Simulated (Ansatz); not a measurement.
# Ag2Bi (built on the sites of a database entry of YAu2): from the cell to its phonons, part 2 of 2

Task: relax Ag2Bi (built on the sites of a database entry of YAu2), then find its harmonic phonons.

Ansatz 0.2.0; DFT PBEsol, scalar-relativistic, plane waves, PAW.

So far. Step 4 (Tight relaxation): The largest force component left is 0.079 meV/Å and the pressure is 0.000 GPa, within the tolerances set. The cell now holds 21.06 Å³/atom. The relaxed cell has a = 3.504, c = 10.288 Å (conventional setting).

The structure was built from a prototype and need not be the compound's stable phase.

## 5. Linear response at the zone centre

The zone centre comes first: it holds the modes that light can see, as far as symmetry allows. No field response is asked, since the mesh shows no gap.

Input file input.yaml:

```yaml
crystal:
  lattice:
    - [-1.7521753339, 1.7521753339, 5.1442189493]
    - [1.7521753339, -1.7521753339, 5.1442189493]
    - [1.7521753339, 1.7521753339, -5.1442189493]
  atoms:
    - { symbol: Bi, position: [0.0, 0.0, 0.0] }
    - { symbol: Ag, position: [0.6840593265, 0.6840593265, 0.0] }
    - { symbol: Ag, position: [0.3159406735, 0.3159406735, 0.0] }
kpoints:
  mp_grid: { grid: [16, 16, 16] }
hamiltonian:
  xc: pbesol
scf:
  occupations: { method: methfessel_paxton, width: 0.2 }
output:
  eigenvalues: true
phonons:
  method: dfpt
```

Launch:

```bash
$ ansatz run input.yaml --threads 8 --pin off --max-ram 14336MiB --backend cpu --events-out ev --progress --plain --runs-dir out
```

Numbers of over 12 decimals in the logs are rounded to 6 here.

The program printed:

```text
zone centre: on kpoints.mp_grid the ground state, and the responses unless they are solved on pairs of k-points, stand on 621 of the mesh's 4096 k-points, reduced under 4 symmetry operations, with k and −k counted as one. Each operation leaves every solved displacement unchanged or reverses it
[...]
Crystal: 3 atoms, lattice volume = 63.173 Å³
Basis set: ecut = 420 eV, 1217 PW (Γ), exchange–correlation on 80×80×80 points (8 copies of the dense FFT grid, shifted against one another)
Bands: 32, of which v1, the nominal top of the filled ones, is band 27 counted from 1 (26 counted from 0)
Symmetry: 16 space group operations
k-points: 621 of 4096 (irreducible under 4 space group operations, time reversal used)
[...]
SCF iter   1: F=—  HF=-27286.226644 eV  |F-HF|=—  |Δ(HF+E_count)|=         —  Δρ=7.32e-3  dr2=3.28e-2  ethr=1.77e-3  ⟨swp⟩=5.2  Hψ=68549  notcnv=0
[...]
SCF iter  10: F=-27286.218887 eV  HF=-27286.218887 eV  |F-HF|=7.28e-12  |Δ(HF+E_count)|=  7.28e-12  S|Δr|=    0.00e0  Δρ=6.08e-8  dr2=1.74e-12  ethr=1.00e-12  ⟨swp⟩=9.9  Hψ=112740  notcnv=0
SCF 1 converged in 10 iterations: F = -27286.218887 eV  dr2 = 1.74e-12
[...]
DFPT response loops at Γ: preconditioner auto → Kerker (q_TF=auto, 2.650 Å⁻¹) (partly filled bands, converged f_vac=0.000); β = 1.00, the filter's whole step (`scf.mixing.beta` (0.50) is not read by the response loops under this deck's `scf.mixing.preconditioner`; to damp them name `kerker` or `kerker_dos`, under which they read `scf.mixing.beta`, and type it under 1.00, their step now; both keys bind the ground state too); Broyden in place of MSR1
SCF converged after 10 iterations
[...]
Free energy (F): -27286.218887 eV
[...]
Internal energy: -27286.218327 eV  (E = F + TS)
E sigma→0 (E₀):  -27286.218747 eV
Entropy (-TS):   -0.000560 eV (-0.187 meV/atom)
Fermi energy:    15.236374 eV
[...]
--- Band table (eV; the first three rows and the last of 621) ---
  k-point 0: bands = [... 23 lower, 11.7548, 12.4601, 12.7362, 17.9654, 17.9654, 19.9897, 21.6389, 21.6389, ... 1 higher]
  k-point 1: bands = [... 23 lower, 11.7487, 12.5209, 12.8365, 17.1320, 17.6000, 20.7815, 20.9838, 21.2374, ... 1 higher]
  k-point 2: bands = [... 23 lower, 11.6994, 12.7228, 13.1642, 15.9435, 16.8283, 19.6768, 20.3509, 22.6265, ... 1 higher]
  k-point 620: bands = [... 23 lower, 11.2557, 11.7614, 16.7413, 16.7413, 18.2543, 18.4755, 22.4645, 23.7194, ... 1 higher]
--- Phonons (Γ-DFPT): 4 representative perturbations + reference, on 621 of 4096 k-points (Σ response iterations 12) ---
  k mesh reduced under 4 symmetry operations, with k and −k counted as one. Each operation leaves every solved displacement unchanged or reverses it
  ASR residual: 4.567e-5 → 0.000e0 eV/Å²; symmetrization residual: 4.523e-5 eV/Å²
  ASR residual per site (eV/Å²): 4.57e-5 2.94e-5 2.94e-5
  Γ frequencies (cm⁻¹): 0.00 0.00 0.00 59.18 59.18 97.30 106.00 125.36 125.36
  non-analytic LO–TO correction: not included (Born effective charges unavailable; polar crystals: no LO–TO splitting at Γ)
```

It took 1.8 min on 8 threads of Arm Neoverse V2, shared host; peak memory 3.4 GiB; 13 min of CPU time.

This step gave:

```
sum-rule residual before enforcement                    : 4.57e-5 eV/Å²
point group                                             : 4/mmm
highest optical mode at the zone centre (no LO-TO term) : 125.4 cm⁻¹
lowest optical zone-centre mode                         : 59.18 cm⁻¹
```

Patterns of degenerate modes are one choice out of their space. The modes at Γ (shares of kinetic energy by element, %):

```csv
mode,frequency (cm⁻¹),symmetry,Bi %,Ag %
1,0.0,acoustic,49,51
2,0.0,acoustic,49,51
3,0.0,acoustic,49,51
4,59.2,Eu,51,49
5,59.2,Eu,51,49
6,97.3,A2u,51,49
7,106.0,A1g,0,100
8,125.4,Eg,0,100
9,125.4,Eg,0,100
```

Displacements in mode 5 (59.2 cm⁻¹), the largest set to 1:
```
Bi1  0.00  1.00  0.00
Ag2  0.00 -0.97  0.00
Ag3  0.00 -0.97  0.00
```

Displacements in mode 7 (106.0 cm⁻¹), the largest set to 1:
```
Bi1  0.00  0.00  0.00
Ag2  0.00  0.00  1.00
Ag3  0.00  0.00 -1.00
```

Before it was imposed, the acoustic sum rule was missed by 4.6e-5 eV/Å². Small misses are needed for a sound result but don't prove that mesh and cutoff are converged. The lowest optical mode is real, 59.2 cm⁻¹.

## 6. The dispersion

Stability and thermal properties need the whole zone. Linear response on a 2×2×2 q mesh gives force constants as far as a supercell of that size would.

Changes to input.yaml since step 5:

```diff
@@ -19 +19,10 @@
   method: dfpt
+  qmesh: [2, 2, 2]
+  temperatures: { t_max: 1000, t_step: 50 }
+  qpath:
+    path:
+      - [[0.0, 0.0, 0.0], [0.0, 0.0, 0.5], [0.25, 0.25, 0.25], [0.0, 0.5, 0.0], [0.0, 0.0, 0.0], [0.5, 0.5, -0.5], [0.27900389, 0.72099611, -0.27900389]]
+      - [[-0.27900389, 0.27900389, 0.27900389], [0.0, 0.0, 0.0]]
+      - [[0.0, 0.0, 0.5], [-0.05800778, 0.05800778, 0.5]]
+      - [[0.5, 0.5, -0.05800778], [0.5, 0.5, -0.5]]
+    npoints: 10
```

The program printed:

```text
[...]
Crystal: 3 atoms, lattice volume = 63.173 Å³
Basis set: ecut = 420 eV, 1217 PW (Γ), exchange–correlation on 80×80×80 points (8 copies of the dense FFT grid, shifted against one another)
Bands: 32, of which v1, the nominal top of the filled ones, is band 27 counted from 1 (26 counted from 0)
Symmetry: 16 space group operations
k-points: 349 of 4096
[...]
SCF iter   1: F=—  HF=-27286.226631 eV  |F-HF|=—  |Δ(HF+E_count)|=         —  Δρ=7.32e-3  dr2=3.28e-2  ethr=1.77e-3  ⟨swp⟩=5.2  Hψ=38507  notcnv=0
[...]
SCF iter  10: F=-27286.218887 eV  HF=-27286.218887 eV  |F-HF|=0.00e0  |Δ(HF+E_count)|=  7.28e-12  S|Δr|=    0.00e0  Δρ=6.16e-8  dr2=1.81e-12  ethr=1.00e-12  ⟨swp⟩=9.8  Hψ=63318  notcnv=0
SCF 1 converged in 10 iterations: F = -27286.218887 eV  dr2 = 1.81e-12
[...]
phonons: the bands overlap, so this run is a metal and interpolates without the dipole-dipole term. If the crystal is really an insulator or semiconductor, its LO-TO splitting is missing
NSCF: frozen V_eff on 349 k-points
WARN: eigensolver did not converge (k=12): 1 band(s) unlocked after 20 sweeps at ethr=1.42e-12 eV (storage-precision floor; scheduled 1.00e-12 eV) (lowest unlocked band 31, counted from 0; max residual 1.10e-5 eV among the unlocked bands, 1.10e-5 eV over every band; other slots of this pass that fall short are told together in one closing line; warning suppressed until the next SCF loop or pass starts)
WARN: eigensolver did not converge in 6 slots of this pass, the one above among them; of largest residual over every band (k=82): 1 band(s) unlocked (lowest unlocked band 31, counted from 0; max residual 1.71e-5 eV among the unlocked bands, 1.71e-5 eV over every band); of lowest unlocked band (k=12): band 31
[...]
DFPT response loops at q = (0, 0, 0) (fractional): preconditioner auto → Kerker (q_TF=auto, 2.650 Å⁻¹) (partly filled bands, converged f_vac=0.000); β = 1.00, the filter's whole step (`scf.mixing.beta` (0.50) is not read by the response loops under this deck's `scf.mixing.preconditioner`; to damp them name `kerker` or `kerker_dos`, under which they read `scf.mixing.beta`, and type it under 1.00, their step now; both keys bind the ground state too); Broyden in place of MSR1
[...]
SCF converged after 10 iterations
[...]
Free energy (F): -27286.218887 eV
[...]
Internal energy: -27286.218327 eV  (E = F + TS)
E sigma→0 (E₀):  -27286.218747 eV
Entropy (-TS):   -0.000560 eV (-0.187 meV/atom)
Fermi energy:    15.236374 eV
[...]
--- Band table (eV; the first three rows and the last of 349) ---
  k-point 0: bands = [... 23 lower, 11.7548, 12.4601, 12.7362, 17.9654, 17.9654, 19.9897, 21.6389, 21.6389, ... 1 higher]
  k-point 1: bands = [... 23 lower, 11.7487, 12.5209, 12.8365, 17.1320, 17.6000, 20.7815, 20.9838, 21.2374, ... 1 higher]
  k-point 2: bands = [... 23 lower, 11.6994, 12.7228, 13.1642, 15.9435, 16.8283, 19.6768, 20.3509, 22.6265, ... 1 higher]
  k-point 348: bands = [... 23 lower, 11.2557, 11.7614, 16.7413, 16.7413, 18.2543, 18.4755, 22.4645, 23.7194, ... 1 higher]
--- Phonons (Γ-DFPT): 4 representative perturbations + reference (Σ response iterations 12) ---
  ASR residual: 4.740e-5 → 0.000e0 eV/Å²; symmetrization residual: 4.472e-5 eV/Å²
  ASR residual per site (eV/Å²): 4.74e-5 3.02e-5 3.02e-5
  Γ frequencies (cm⁻¹): 0.00 0.00 0.00 59.18 59.18 97.30 106.00 125.36 125.36
--- Phonons (arbitrary-q DFPT): 4 irreducible q on the 2×2×2 mesh ---
  q = [0.0000, 0.0000, 0.0000] (star 1, of the zone-centre solve; hermiticity 2.42e-5, symmetrization 6.63e-13): -0.00 -0.00 0.00 59.18 59.18 97.30 106.00 125.36 125.36
  q = [0.0000, 0.0000, -0.5000] (star 2, 4 solved perturbations in 3438 linear systems a pass and spin channel, the states on 1098 of 4096 k-point pairs; hermiticity 1.74e-5, symmetrization 1.22e-6): -32.91 27.81 51.82 60.54 81.46 84.50 90.75 129.42 134.18
  q = [0.0000, -0.5000, 0.0000] (star 4, 6 solved perturbations on 1098 of 4096 k-point pairs; hermiticity 1.23e-5, symmetrization 2.87e-6): -18.47 49.12 49.72 50.26 92.00 92.29 97.33 123.12 125.48
[...]
sum rule: each row above includes the acoustic sum rule's correction from the zone centre's row sums; it moved no ω² by more than (0.28 cm⁻¹)²
  mesh force constants: q→R imaginary residual 1.27e-17; ASR residual 4.740e-5 → 0.000e0 eV/Å²; symmetrization residual 8.882e-16 eV/Å²
  interpolated dispersion: 94 rows × 9 modes
  density of states and harmonic sums: on the 20×20×26 q-mesh, interpolated from the force constants of a 2×2×2 supercell (no non-analytic term)
  largest difference from the sums on the solved wave vectors: F 3.09e-1 eV, S 3.91e-4 and C_V 8.27e-5 eV/K
  zero-point energy: 0.041653 eV/cell   skipped modes (ω ≤ 0): 485, of them read as no rigid motion or as one in doubt: 482 (1.771e-1 modes/cell left out, lowest -32.91 cm⁻¹)   left out of the sums: 1.97e-2 of the cell's modes: C_V's classical limit lies that fraction below 3 k_B per atom; for a crystal, a wire or a layer, F and S can be off by more, and a phonons.interpolated_qmesh denser along its periods is the remedy for the sampling
```

Elapsed: 8.7 min, on 8 threads; peak memory 5.2 GiB; 68 min of CPU time.

This step gave:

* sum-rule residual before enforcement: 4.74e-5 eV/Å²
* lowest frequency on the path: -32.91 cm⁻¹
* highest frequency on the path or at a solved wavevector: 134.2 cm⁻¹
* lowest mode on the q mesh (acoustic modes at Γ apart): -32.91 cm⁻¹

Frequencies (cm⁻¹) solved at each irreducible wavevector; negative means imaginary. Frequencies by wavevector, by row:

```csv
q in reciprocal lattice units,star,mode 1,mode 2,mode 3,mode 4,mode 5,mode 6,mode 7,mode 8,mode 9
0 0 0,1,0,0,0,59.2,59.2,97.3,106,125.4,125.4
0 0 -0.5,2,-32.9,27.8,51.8,60.5,81.5,84.5,90.8,129.4,134.2
0 -0.5 0,4,-18.5,49.1,49.7,50.3,92,92.3,97.3,123.1,125.5
-0.5 -0.5 -0.5,1,41.6,41.6,47.7,47.7,71.4,73.8,102.3,122.9,122.9
```

Interpolated from a 2×2×2 q mesh, rough between the solved points. The phonon branches at the labelled points (cm⁻¹):

```csv
point,branch 1,branch 2,branch 3,branch 4,branch 5,branch 6,branch 7,branch 8,branch 9
Γ,0,0,0,59,59,97,106,125,125
halfway,12,41,43,54,76,84,115,118,127
X,-33,28,52,60,82,84,91,129,134
halfway,-30,19,52,66,81,82,91,130,134
P,-19,-19,52,74,74,80,92,132,132
halfway,21,24,53,65,66,88,104,127,128
N,-18,49,50,50,92,92,97,123,126
halfway,29,38,42,62,70,76,114,116,129
Γ,0,0,0,59,59,97,106,125,125
halfway,24,24,40,56,56,92,104,124,124
M,42,42,48,48,71,74,102,123,123
halfway,22,33,46,60,76,82,109,118,124
S,10,18,50,67,86,92,103,123,124
jump to S0,10,18,50,67,86,92,103,123,124
halfway,38,38,40,65,70,73,114,115,130
Γ,0,0,0,59,59,97,106,125,125
jump to X,-33,28,52,60,82,84,91,129,134
halfway,-31,28,52,61,81,82,93,129,134
R,-26,28,52,61,78,80,96,129,134
jump to G′,-26,28,52,61,78,80,96,129,134
halfway,36,40,45,56,74,78,112,116,130
M,42,42,48,48,71,74,102,123,123
```

The phonon branches as a text plot (rows in cm⁻¹; labels by their first letter):

```
    131 |      **********     ****              *****  *******
    124 |********        *****   ****************   ***  **   ***
    117 |    **               ***          ***   ***       ****
    110 | ***  *              ** ***       ****   *****   *****
    103 |*      *       **** *      *******      *       *     **
     96 |**     **    **    *     ****         **     * *
     89 |  *   * *****  ******   *    **    *****   ** *
     82 |   * **********      *            *  *  **    **
     75 |    **      **   *    **       ******    **    *********
     68 |   **      * ****     **       *   ***    *     * *
     61 |****     **   ****   * ******         *  * ********
     54 |  *  * ********** * *   **   **  **    ** *** **** **
     47 |   *  **         *****         ** ********        ** ***
     40 |  * ***              ****    * ***     *  **     *******
     33 |    *            *            *  **      **     ** ***
     26 |   *   ****     *     ****  **    *** * *  ** **
     19 | ****          **    *  **             *    *
     12 | **  *     *  ** *       ** *      * **      *
      5 | *                        **        **       *
     -2 |*
     -9 |      *      **
    -15 |            **    ***
    -22 |       *                                       *
    -29 |        ****                                  *
         Γ         X P      N      Γ    M     S|S    Γ|R|G      M
```

The phonon density of states has structure finer than the step of the table below, so its rows give means over 5 cm⁻¹, whole bins alone (the curve runs from -33 to 135 cm⁻¹). Peaks (cm⁻¹: height): 35.0: 0.0709, 53.0: 0.120, 61.0: 0.108, 81.0: 0.0868, 105.0: 0.0713, 129.0: 0.203.

Tetrahedra on a 20×20×26 mesh, mean over bins of 2 cm-1. Interpolated from a 2×2×2 q mesh, rough between the solved points. Table of phonon density of states by wavenumber; means over each step:

wavenumber (cm⁻¹), phonon density of states (1/cm⁻¹/cell) and a bar:
```
      -30      0.002 
      -25      0.004 
      -20      0.005 #
      -15      0.007 #
      -10      0.007 #
       -5      0.006 #
        0      0.006 #
        5      0.009 #
       10      0.017 ###
       15      0.041 ########
       20      0.064 #############
       25      0.062 #############
       30      0.054 ###########
       35      0.064 #############
       40      0.046 #########
       45      0.061 #############
       50      0.106 ######################
       55      0.101 #####################
       60      0.092 ###################
       65      0.085 ##################
       70      0.072 ###############
       75      0.067 ##############
       80      0.078 ################
       85      0.067 ##############
       90      0.056 ###########
       95      0.032 ######
      100      0.033 #######
      105      0.064 #############
      110      0.064 #############
      115      0.058 ############
      120      0.084 #################
      125      0.143 ##############################
      130      0.130 ###########################
```

The partial phonon density of states has structure finer than the step of the table below, so its rows give means over 10 cm⁻¹, whole bins alone (the curve runs from -42.6 to 148 cm⁻¹). Peaks (cm⁻¹: height): Ag 22.2: 0.0481, 82.2: 0.0491, 127.8: 0.168; Bi 51.0: 0.0800.

Phonopy on the run's constants, 17x17x21 mesh, Gaussian sigma 2.0 cm-1. Interpolated from a 2×2×2 q mesh, rough between the solved points. Partial phonon density of states against wavenumber; means over each step; values in 1/cm⁻¹/cell:

```csv
wavenumber (cm⁻¹),Ag,Bi
-30,0.00215,3.3e-4
-20,0.00510,9.5e-4
-10,0.00642,0.00157
0,0.00279,8.2e-4
10,0.0149,0.00537
20,0.0429,0.0169
30,0.0387,0.0188
40,0.0289,0.0237
50,0.0295,0.0679
60,0.0363,0.0551
70,0.0320,0.0410
80,0.0437,0.0296
90,0.0364,0.0165
100,0.0311,0.00843
110,0.0575,0.00513
120,0.0849,0.00348
130,0.105,0.00444
140,0.00153,1.1e-4
```

Symmetry leaves 4 wavevectors to solve. The lowest mode among them, the acoustic zeros apart, lies at q = (0, 0, -0.5) and is imaginary, 32.9i cm⁻¹, so the energy falls along it.

## 7. Another isotope

An isotope changes the mass and not the force constants, so no new electronic calculation is needed; the shifts show which modes move this element.

The same force constants with the mass of Ag changed from 107.868 to 108.905 u (phonopy, no LO-TO term). Both lists are sorted by frequency; levels can cross, so a row need not hold one and the same mode. Modes under 3 cm⁻¹ are left out. Isotope shifts, by row:

```csv
q,rank,natural mass (cm⁻¹),changed mass (cm⁻¹)
0 0 0,4,59.18,59.04
0 0 0,5,59.18,59.04
0 0 0,6,97.3,97.07
0 0 0,7,106,105.5
0 0 0,8,125.4,124.8
0 0 0,9,125.4,124.8
0 0 -0.5,1,-32.91,-32.77
0 0 -0.5,2,27.81,27.68
0 0 -0.5,3,51.82,51.81
0 0 -0.5,4,60.54,60.51
0 0 -0.5,5,81.46,81.09
0 0 -0.5,6,84.5,84.45
0 0 -0.5,7,90.75,90.32
0 0 -0.5,8,129.4,128.8
0 0 -0.5,9,134.2,133.6
0 -0.5 0,1,-18.47,-18.4
0 -0.5 0,2,49.12,48.89
0 -0.5 0,3,49.72,49.71
0 -0.5 0,4,50.26,50.22
0 -0.5 0,5,92,91.85
0 -0.5 0,6,92.29,91.9
0 -0.5 0,7,97.33,96.87
0 -0.5 0,8,123.1,122.5
0 -0.5 0,9,125.5,125
-0.5 -0.5 -0.5,1,41.57,41.56
-0.5 -0.5 -0.5,2,41.57,41.56
-0.5 -0.5 -0.5,3,47.71,47.48
-0.5 -0.5 -0.5,4,47.71,47.48
-0.5 -0.5 -0.5,5,71.44,71.43
-0.5 -0.5 -0.5,6,73.83,73.48
-0.5 -0.5 -0.5,7,102.3,101.8
-0.5 -0.5 -0.5,8,122.9,122.3
-0.5 -0.5 -0.5,9,122.9,122.3
```

A mode of this element alone would shift by -0.48 %. The highest zone-centre frequency without the field goes from 125.4 to 124.8 cm⁻¹ (-0.5 %). The product of the frequency ratios over all optical modes at Γ is 0.979; the product rule, (m/m′)^(3k/2) (M′/M)^(3/2) with k = 2 such atoms and M the mass of the cell, gives 0.979.

## 8. Summary of results

| Quantity | Value |
| --- | --- |
| space group after relaxation (within 0.01 Å) | I4/mmm |
| volume per atom | 21.1 Å³ |
| electronic character | no gap on this mesh |
| highest optical mode at the zone centre (no LO-TO term) | 125 cm⁻¹ |
| lowest optical zone-centre mode | 59.2 cm⁻¹ |
| lowest mode on the q mesh (acoustic modes at Γ apart) | -32.9 cm⁻¹ |
| highest frequency on the path or at a solved wavevector | 134 cm⁻¹ |
| imaginary modes on the 2×2×2 q mesh | yes |

In words: Modes are clearly imaginary (beyond 10i cm⁻¹) at 2 of the 4 irreducible wavevectors, most at q = (0, 0, -0.5) (32.9i cm⁻¹), so this structure is not a minimum of the energy. The optical modes at Γ span 59 to 125 cm⁻¹. The highest mode in this list at Γ, 125.4 cm⁻¹, is mostly motion of Ag (100 % of the kinetic energy). The q mesh stands for a supercell only 7.0 Å across, so branches between the solved wavevectors are rough. With no gap, or one that is small against the smearing, the frequencies hang on the k mesh and the smearing, most of all near Kohn anomalies. The phonon runs are without spin polarisation, although the cell has an odd electron count. Spin-orbit coupling is left out, which can matter for the heavy elements here. A phonon run warned that its eigensolver left some bands unconverged in a pass. The starting cell was built on a prototype and not taken from a measurement, so the phase need not exist. These are harmonic frequencies at zero temperature: anharmonic shifts, linewidths and thermal expansion are left out.

[Logs are printed without paths, hosts, clocks, repeated set-up lines and the standing remarks that a program may print on its own settings, such as how far it seeks lower states.]

[Hosts, paths, dates, database ids (printed as entryN), source tags and the programs' standing remarks are cut or masked in the printed files.]
